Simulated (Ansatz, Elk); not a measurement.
**How far do independent atoms describe LuBeB?**

Structure refinements treat a crystal as free atoms side by side. For a made-up structure of LuBeB (cell and positions from a PBE relaxation) the runs below show what the calculated density changes in F(hkl).

Program: Elk 11.2.3 (patched build). Level of theory: DFT, PBE, all-electron APW+lo, Dirac cores, scalar-relativistic bands, static density, no spin. Results are calculated unless marked as measured.

The structure was built from a prototype and need not be the compound's stable phase.

**1. The starting structure**

Symmetry: P4_2/mmc, No. 131, tetragonal system. Conventional cell: a = 3.665 Å, b = 3.665 Å, c = 6.886 Å, α = 90.00°, β = 90.00°, γ = 90.00°. Nearest to Lu lie 4 B at 2.51 Å. Nearest to B lie 2 Be at 1.83 Å and 4 Lu at 2.51 Å. Nearest to Be lie 2 B at 1.83 Å. Farther neighbours are not listed.

**2. Ground state and structure factors**

An all-electron density is needed, since X-rays see the cores too. Task 0 finds the density and task 195 Fourier-transforms it; tshift is off so that phases refer to the origin typed.

The input, elk.in:

```
tasks
  0
  195

xctype
  20

spinpol
  .false.

rgkmax
  7.0

gmaxvr
  14.0

lmaxo
  7

lmaxapw
  8

swidth
  0.002

tshift
  .false.

ramdisk
  .false.

hmaxvr
  5.5

maxscl
  120

epspot
  1e-06

sppath
  './'

avec
  6.92516935281 0.00000000000 -0.00000000000
  0.00000000000 6.92516935281 0.00000000000
  -0.00000000000 0.00000000000 13.01298848160

atoms
  3
  'Lu.in'
  2
  0.0000000000 0.0000000000 0.2500000000   0.000000 0.000000 0.000000
  0.0000000000 0.0000000000 0.7500000000   0.000000 0.000000 0.000000
  'B.in'
  2
  0.0000000000 0.5000000000 0.0000000000   0.000000 0.000000 0.000000
  0.5000000000 0.0000000000 0.5000000000   0.000000 0.000000 0.000000
  'Be.in'
  2
  0.5000000000 0.5000000000 0.5000000000   0.000000 0.000000 0.000000
  0.5000000000 0.5000000000 0.0000000000   0.000000 0.000000 0.000000

ngridk
  6 6 4
```

Started as:

```
$ OMP_NUM_THREADS=4 elk
```

Numbers of over 12 decimals in the logs are rounded to 6 here.

Log:

```text
┌─────────────────────────┐
│ Elk code version 11.2.3 │
└─────────────────────────┘

All units are atomic (Hartree, Bohr, etc.)

┌─────────────────────────────────────────────────┐
│ Ground-state run starting from atomic densities │
└─────────────────────────────────────────────────┘

Lattice vectors :
   6.925169353       0.000000000      -0.000000000
   0.000000000       6.925169353       0.000000000
  -0.000000000       0.000000000       13.01298848

Reciprocal lattice vectors :
  0.9072969897      -0.000000000       0.000000000
  -0.000000000      0.9072969897      -0.000000000
   0.000000000      -0.000000000      0.4828395350

Unit cell volume      :    624.0765186
Brillouin zone volume :   0.3974676279

Muffin-tin inner radius fraction :   0.1000000000E-01

Nuclei treated as point charges

Species : 1 (Lu)
 parameters loaded from : Lu.in
 name : lutetium
 nuclear charge    :   -71.00000000
 electronic charge :    71.00000000
 atomic mass :    318945.3298
 muffin-tin radius :    2.800000000
 number of radial points in muffin-tin :   1393
 inner part over the whole radius :   0.9962478555E-02
 number on inner part of muffin-tin    :    999
 approximate nuclear radius :   0.9954169502E-04
 number of mesh points to nuclear radius :    517
 atomic positions (lattice), magnetic fields (Cartesian) :
  1 :   0.00000000  0.00000000  0.25000000    0.00000000  0.00000000  0.00000000
  2 :   0.00000000  0.00000000 -0.25000000    0.00000000  0.00000000  0.00000000

Species : 2 (B)
 parameters loaded from : B.in
 name : boron
 nuclear charge    :   -5.000000000
 electronic charge :    5.000000000
 atomic mass :    19707.24742
 muffin-tin radius :    1.706292338
 number of radial points in muffin-tin :    593
 inner part over the whole radius :   0.9883373609E-02
 number on inner part of muffin-tin    :    404
 approximate nuclear radius :   0.4534157419E-04
 number of mesh points to nuclear radius :    162
 atomic positions (lattice), magnetic fields (Cartesian) :
  1 :   0.00000000  0.50000000  0.00000000    0.00000000  0.00000000  0.00000000
  2 :   0.50000000  0.00000000  0.50000000    0.00000000  0.00000000  0.00000000

Species : 3 (Be)
 parameters loaded from : Be.in
 name : beryllium
 nuclear charge    :   -4.000000000
 electronic charge :    4.000000000
 atomic mass :    16428.20280
 muffin-tin radius :    1.706292338
 number of radial points in muffin-tin :    593
 inner part over the whole radius :   0.9996494084E-02
 number on inner part of muffin-tin    :    403
 approximate nuclear radius :   0.4290726161E-04
 number of mesh points to nuclear radius :    156
 atomic positions (lattice), magnetic fields (Cartesian) :
  1 :   0.50000000  0.50000000  0.50000000    0.00000000  0.00000000  0.00000000
  2 :   0.50000000  0.50000000  0.00000000    0.00000000  0.00000000  0.00000000

Total number of atoms per unit cell :    6
Total muffin-tin volume :    267.1402084
 ratio of muffin-tin to unit cell volume :   0.4280568174

Spin treatment :
 spin-unpolarised

Number of Bravais lattice symmetries :   16
Number of crystal symmetries         :   16
Crystal has inversion symmetry
Real symmetric eigensolver will be used

k-point grid :      6     6     4
k-point offset :    0.000000000       0.000000000       0.000000000
k-point set is reduced with full crystal symmetry group
Total number of k-points :       30

Muffin-tin radius times maximum |G+k| :    7.000000000
 using average radius
Maximum |G+k| for APW functions       :    3.380235618
Maximum (1/2)|G+k|²                   :    5.712996415
Maximum |G| for potential and density :    14.00000000
Constant for pseudocharge density :   10
 order of it for each species :   17  17  17
 order of it for pair densities of each species (exact exchange by exxq0 0: 18) :   17   5   5
Radial integration step length :    1

G-vector grid sizes :     32    32    60
Number of G-vectors :    28933

Maximum angular momentum used for
 APW functions            :    8
 outer part of muffin-tin :    7
[...]
correlation                 :     -9.036149
 electron entropic           :    -0.10463551453031E-03
 total energy                :     -29245.113875546

Density of states at Fermi energy :    6.582343092
 (states/Hartree/unit cell)

Estimated indirect band gap :   0.1161601963E-01
 from k-point 24 to k-point 10
Estimated direct band gap   :   0.1308699447E-01
 at k-point 10

Charges :
 core                        :    100.0000000
 valence                     :    60.00000000
 interstitial                :    7.797729923
 muffin-tins (core leakage)
  species : 1 (Lu)
[...]
species : 2 (B)
[...]
species : 3 (Be)
[...]
total in muffin-tins        :    152.2022701
 total calculated charge     :    159.9948605
 total charge                :    160.0000000
 error                       :   0.5139514804E-02

RMS change in Kohn-Sham potential (target) :    4.522345673     (  0.1000000000E-05)
Absolute change in total energy (target)   :    2.886168572     (  0.1000000000E-03)

[... loops 3 to 17 left out ...]

┌──────────────────┐
│ Loop number : 18 │
└──────────────────┘

Energies :
 Fermi                       :     0.223034
 sum of occupied eigenvalues :     -17870.821840179
 electron kinetic            :      32588.261163911
 core electron kinetic       :      31596.856158203
 Coulomb                     :     -61211.309190683
 Coulomb potential           :     -49650.401036124
 nuclear-nuclear             :     -2249.8183786745
 electron-nuclear            :     -68305.592909025
 Hartree                     :      9344.1020970173
 Madelung                    :     -36386.108672621
 xc potential                :     -808.68196796604
 exchange                    :     -609.42253906081
 correlation                 :     -9.081805
 electron entropic           :    -0.96767964154648E-03
 total energy                :     -29241.553338342

Density of states at Fermi energy :    77.60506326
 (states/Hartree/unit cell)

Estimated indirect band gap :   0.9661946043E-03
 from k-point 9 to k-point 20
Estimated direct band gap   :   0.9480831166E-02
 at k-point 20

Charges :
 core                        :    100.0000000
 valence                     :    60.00000000
 interstitial                :    8.317271382
 muffin-tins (core leakage)
  species : 1 (Lu)
[...]
species : 2 (B)
[...]
species : 3 (Be)
[...]
total in muffin-tins        :    151.6827286
 total calculated charge     :    159.9954798
 total charge                :    160.0000000
 error                       :   0.4520238098E-02

RMS change in Kohn-Sham potential (target) :   0.9967123399E-06 (  0.1000000000E-05)
Absolute change in total energy (target)   :   0.9109842358E-04 (  0.1000000000E-03)

Convergence targets achieved

┌──────────────────┐
│ Loop number : 19 │
└──────────────────┘

Energies :
 Fermi                       :     0.223034
 sum of occupied eigenvalues :     -17870.821832645
 electron kinetic            :      32588.261172808
 core electron kinetic       :      31596.856163529
 Coulomb                     :     -61211.309193224
 Coulomb potential           :     -49650.401032464
 nuclear-nuclear             :     -2249.8183786745
 electron-nuclear            :     -68305.592917179
 Hartree                     :      9344.1021026290
 Madelung                    :     -36386.108676992
 xc potential                :     -808.68197298881
 exchange                    :     -609.42253918903
 correlation                 :     -9.081805
 electron entropic           :    -0.96767952971309E-03
 total energy                :     -29241.553332115

Density of states at Fermi energy :    77.60505506
 (states/Hartree/unit cell)

Estimated indirect band gap :   0.9662045347E-03
 from k-point 9 to k-point 20
Estimated direct band gap   :   0.9480833103E-02
 at k-point 20

Charges :
 core                        :    100.0000000
 valence                     :    60.00000000
 interstitial                :    8.317271442
 muffin-tins (core leakage)
  species : 1 (Lu)
[...]
species : 2 (B)
[...]
atom 2                    :    3.771718721     (  0.1323956876E-03)
  species : 3 (Be)
   atom 1                    :    2.710161720     (  0.1868398008E-02)
   atom 2                    :    2.710161720     (  0.1868398008E-02)
 total in muffin-tins        :    151.6827286
 total calculated charge     :    159.9954798
 total charge                :    160.0000000
 error                       :   0.4520238295E-02

┌──────────────────────────────┐
│ Self-consistent loop stopped │
└──────────────────────────────┘

Warning : core states of species 2 leak from the muffin-tin :   0.1323956876E-03

Warning : core states of species 3 leak from the muffin-tin :   0.1868398008E-02

Wrote STATE.OUT
```

It took 49 s on 4 threads of Arm Neoverse V1, shared host; peak memory 0.22 GiB.

SFACRHO.OUT:

```text

h k l indices transformed by vhmat matrix:
   1.000000000       0.000000000       0.000000000    
   0.000000000       1.000000000       0.000000000    
   0.000000000       0.000000000       1.000000000    

      h      k      l  multipl.   |H|            Re(F)            Im(F)           |F|

      0      0      0      1   0.0000000       160.00000     -0.78540164E-17   160.00000    
      0      0      1      2  0.48283953      0.78488514E-14  0.71904289E-15  0.78817187E-14
      0     -1      0      2  0.90729699       123.25565      0.19166893E-14   123.25565    
      1      0      0      2  0.90729699       123.25565     -0.18311604E-14   123.25565    
      0      0      2      2  0.96567907      -114.46015     -0.12494734E-14   114.46015    
      0     -1     -1      4   1.0277752      -7.3455580      0.16439810E-14   7.3455580    
      1      0     -1      4   1.0277752       7.3455580      0.17405238E-14   7.3455580    
      1     -1      0      4   1.2831117       119.30799     -0.71923611E-15   119.30799    
     -1      0      2      4   1.3250373      -124.33492      0.29149211E-14   124.33492    
      0     -1      2      4   1.3250373      -124.33492      0.16916564E-14   124.33492    
      1     -1     -1      8   1.3709521      0.70369012E-14  0.11034299E-14  0.71228882E-14
      0      0     -3      2   1.4485186     -0.12449902E-12 -0.86671825E-14  0.12480035E-12
      1     -1      2      8   1.6058990      -115.34507      0.68730020E-15   115.34507    
     -1      0      3      4   1.7092086       4.4047113     -0.73965512E-14   4.4047113    
      0      1     -3      4   1.7092086      -4.4047113     -0.19110688E-14   4.4047113    
     -2      0      0      2   1.8145940       117.62768     -0.34933336E-14   117.62768    
      0     -2      0      2   1.8145940       117.62768     -0.35495564E-14   117.62768    
      0      2     -1      4   1.8777341      0.22263326      0.93654642E-15  0.22263326
```

Elk indexes on the primitive cell of elk.in and gives |H| = 4π sin θ/λ in inverse bohr. Below, one row stands for each form hkl of the conventional cell (m members, Friedel mates merged), F is for one primitive cell and the density is static (no thermal factor). Free-atom factors are Waasmaier and Kirfel's, and R is Σm||F|−|F'||/Σm|F|.

```csv
hkl,m,sin θ/λ (Å⁻¹),"abs F, DFT",neutral atoms,diff.
001,2,0.073,0.000,0.000,+0.000
100,4,0.136,123.256,123.501,-0.245
002,2,0.145,114.460,115.748,-1.288
101,8,0.155,7.346,6.503,+0.843
110,4,0.193,119.308,119.811,-0.503
102,8,0.199,124.335,124.434,-0.099
111,8,0.206,0.000,0.000,+0.000
003,2,0.218,0.000,0.000,+0.000
112,8,0.241,115.345,115.527,-0.182
103,8,0.257,4.405,4.432,-0.027
200,4,0.273,117.628,118.055,-0.427
201,8,0.282,0.223,0.000,+0.223
004,2,0.290,115.207,115.387,-0.180
113,8,0.291,0.000,0.000,+0.000
210,8,0.305,102.412,102.564,-0.152
202,8,0.309,98.078,98.160,-0.082
211,16,0.314,3.676,3.842,-0.166
104,8,0.321,100.149,100.509,-0.360
```

**3. The highest occupied states alone**

An energy window below the Fermi level keeps the highest occupied states, to see at which angles they scatter; shallow core shells can lie inside it and anion s states outside. No new self-consistency is needed.

Edit elk.in of step 2 so:

```diff
@@ -1,3 +1,2 @@
 tasks
-  0
   195
@@ -40,2 +39,5 @@
 
+wsfac
+  -0.328210 0.523030
+
 sppath
```

Started as:

```
$ OMP_NUM_THREADS=4 elk
```

Log:

```text
┌─────────────────────────────────┐
│ Elk code version 11.2.3 started │
└─────────────────────────────────┘

Info(readinput): the functional depends on the density's gradient
 muffin-tin radial points multiplied by    2.00000
 (not where nrmtscf is given)

┌────────────────────┐
│ Current task : 195 │
└────────────────────┘
Info(checkmt): changed muffin-tin radius of species 2 (B) from   1.8000 to   1.7063
Info(checkmt): changed muffin-tin radius of species 3 (Be) from   1.8000 to   1.7063

Info(sfacrho): density structure factors written to SFACRHO.OUT

 Energy window :  -0.3282100000      0.5230300000

┌──────────────────┐
│ Elk code stopped │
└──────────────────┘
```

It took 13 s on 4 threads; peak memory 0.19 GiB.

States within 15 eV below the Fermi level hold 44.00 electrons; any levels below the window count with the cores. Their amplitudes can exceed the total, where window and core parts have opposite phase:

```csv
hkl,sin θ/λ (Å⁻¹),"abs F, window","abs F, all"
001,0.073,0.000,0.000
100,0.136,24.924,123.256
002,0.145,20.713,114.460
101,0.155,3.432,7.346
110,0.193,21.981,119.308
102,0.199,23.737,124.335
111,0.206,0.000,0.000
003,0.218,0.000,0.000
112,0.241,22.241,115.345
103,0.257,0.685,4.405
```

**4. Another functional**

The difference from free atoms is small, so it is set against the change that LDA (Perdew-Wang) makes.

Edit elk.in of step 3 so:

```diff
@@ -1,2 +1,3 @@
 tasks
+  0
   195
@@ -4,3 +5,3 @@
 xctype
-  20
+  3
 
@@ -39,5 +40,2 @@
 
-wsfac
-  -0.328210 0.523030
-
 sppath
```

Started as:

```
$ OMP_NUM_THREADS=4 elk
```

Log:

```text
┌─────────────────────────┐
│ Elk code version 11.2.3 │
└─────────────────────────┘

All units are atomic (Hartree, Bohr, etc.)

┌─────────────────────────────────────────────────┐
│ Ground-state run starting from atomic densities │
└─────────────────────────────────────────────────┘

Lattice vectors :
   6.925169353       0.000000000      -0.000000000
   0.000000000       6.925169353       0.000000000
  -0.000000000       0.000000000       13.01298848

Reciprocal lattice vectors :
  0.9072969897      -0.000000000       0.000000000
[...]
species : 3 (Be)
   atom 1                    :    2.712562185     (  0.2026084198E-02)
   atom 2                    :    2.712562185     (  0.2026084198E-02)
 total in muffin-tins        :    151.7532795
 total calculated charge     :    159.9951470
 total charge                :    160.0000000
 error                       :   0.4852958589E-02

┌──────────────────────────────┐
│ Self-consistent loop stopped │
└──────────────────────────────┘

Warning : core states of species 2 leak from the muffin-tin :   0.1402555071E-03

Warning : core states of species 3 leak from the muffin-tin :   0.2026084198E-02

Wrote STATE.OUT
[key lines of the parts left out:]
total energy                :     -29223.108394048
```

The job ended after 28 s (4 threads; peak memory 0.19 GiB).

Against the first run R = 0.04 %; the largest change is -0.052 at 440.

**5. A coarser k-mesh**

About half the k-points along each axis test the sampling.

Edit elk.in of step 4 so:

```diff
@@ -5,3 +5,3 @@
 xctype
-  3
+  20
 
@@ -64,2 +64,2 @@
 ngridk
-  6 6 4
+  3 3 2
```

Started as:

```
$ OMP_NUM_THREADS=4 elk
```

Log:

```text
┌─────────────────────────┐
│ Elk code version 11.2.3 │
└─────────────────────────┘

All units are atomic (Hartree, Bohr, etc.)

┌─────────────────────────────────────────────────┐
│ Ground-state run starting from atomic densities │
└─────────────────────────────────────────────────┘

Lattice vectors :
   6.925169353       0.000000000      -0.000000000
   0.000000000       6.925169353       0.000000000
  -0.000000000       0.000000000       13.01298848

Reciprocal lattice vectors :
  0.9072969897      -0.000000000       0.000000000
[...]
species : 3 (Be)
   atom 1                    :    2.714018499     (  0.1869898948E-02)
   atom 2                    :    2.714018499     (  0.1869898948E-02)
 total in muffin-tins        :    151.7041230
 total calculated charge     :    159.9953662
 total charge                :    160.0000000
 error                       :   0.4633779445E-02

┌──────────────────────────────┐
│ Self-consistent loop stopped │
└──────────────────────────────┘

Warning : core states of species 2 leak from the muffin-tin :   0.1325142291E-03

Warning : core states of species 3 leak from the muffin-tin :   0.1869898948E-02

Wrote STATE.OUT
[key lines of the parts left out:]
total energy                :     -29241.548610420
```

The job ended after 25 s (4 threads; peak memory 0.21 GiB).

Against the first run R = 0.01 %; the largest change is +0.036 at 101.

**6. Settings against the effect**

```csv
run,R against the first run (%),"R against neutral atoms, low angle (%)",wall time
"PBE, rgkmax 7",0.00,0.48,49 s
LDA (Perdew-Wang),0.04,0.47,28 s
k-mesh 3×3×2,0.01,0.48,25 s
```

**7. Outcome**

```yaml
r_against_neutral_atoms_sin_theta_lambda_0p3_a_minus1: 0.48 %
r_against_neutral_atoms_0p3_to_0p79_a_minus1: 0.25 %
```

**Reading.** Independent neutral atoms miss the calculated amplitudes by R = 0.48 % below 0.3 Å⁻¹ and 0.25 % from there to 0.79 Å⁻¹; by shells, 0.49 % below 0.15 Å⁻¹ (2 forms), 0.47 % 0.15 to 0.3 (8 forms), 0.26 % 0.3 to 0.45 (19 forms), 0.25 % above 0.45 (95 forms). Bonding, aspherical density and the tables' own atoms all enter these figures, and the runs don't part them. The largest change of an amplitude is -1.29 electrons, at 002. Weak lines can change much in proportion: 201 goes from 0.00 to 0.22. The window's part falls from 44.0 electrons at the origin to at most 12.17 between 0.45 and 0.79 Å⁻¹, where compact states inside the window still scatter. Below 0.3 Å⁻¹ the changes that finished (LDA (Perdew-Wang) and k-mesh 3×3×2) move F by R = 0.02 % at most, against the 0.48 % that separates it from free atoms. The basis has no finished test. Spin-orbit coupling is left out, which can matter for elements this heavy. Part of the difference isn't bonding: the tables are fits to free atoms and ions calculated by other methods than this functional. Thermal motion, anomalous dispersion and extinction are left out.

[Logs are printed without paths, hosts, clocks, repeated set-up lines and the standing remarks that a program may print on its own settings, such as how far it seeks lower states.]

[Hosts, paths, dates, database ids (printed as entryN), source tags and the programs' standing remarks are cut or masked in the printed files.]
